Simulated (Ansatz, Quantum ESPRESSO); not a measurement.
# bismuthene, 1 layer: the dipole at a withheld member of a series

**Set-up.** Quantum ESPRESSO 7.5, PBE, GBRV ultrasoft. Cell and atoms are relaxed without a field with a D3(BJ) correction and then held. Sawtooth field with dipole correction, 17 Å of vacuum in the starting cell, Fermi-Dirac smearing of 0.002 Ry; bands along a path at each field. The series steps the field along the normal.

| field along the normal | dipole (e Å) |
| --- | --- |
| 0 V/Å | −0.0000 |
| 0.05 V/Å | 0.0211 |
| 0.1 V/Å | 0.0422 |
| 0.2 V/Å | 0.0845 |
| 0.4 V/Å | 0.1694 |

**Question.** What is the dipole at 0.3 V/Å?

**Fit.** The rows at 0.2 V/Å and 0.4 V/Å give a slope of (0.1694 − (0.0845))/(0.4 − (0.2)) = 0.4245, so a straight line gives 0.1269 e Å. A parabola through these and the row at 0.1 V/Å gives 0.1269 e Å.

**The withheld run.** 0.1269 e Å. The line misses by 0.0000 and the parabola by 0.0000 e Å. Both misses are under 5 % of the step from the nearer row.

**Limits.** Ions are held; semilocal gaps are too small; in strong fields empty levels can belong to the vacuum; one stacking. Members without a usable value, or on the other side of zero field or charge, are not listed.
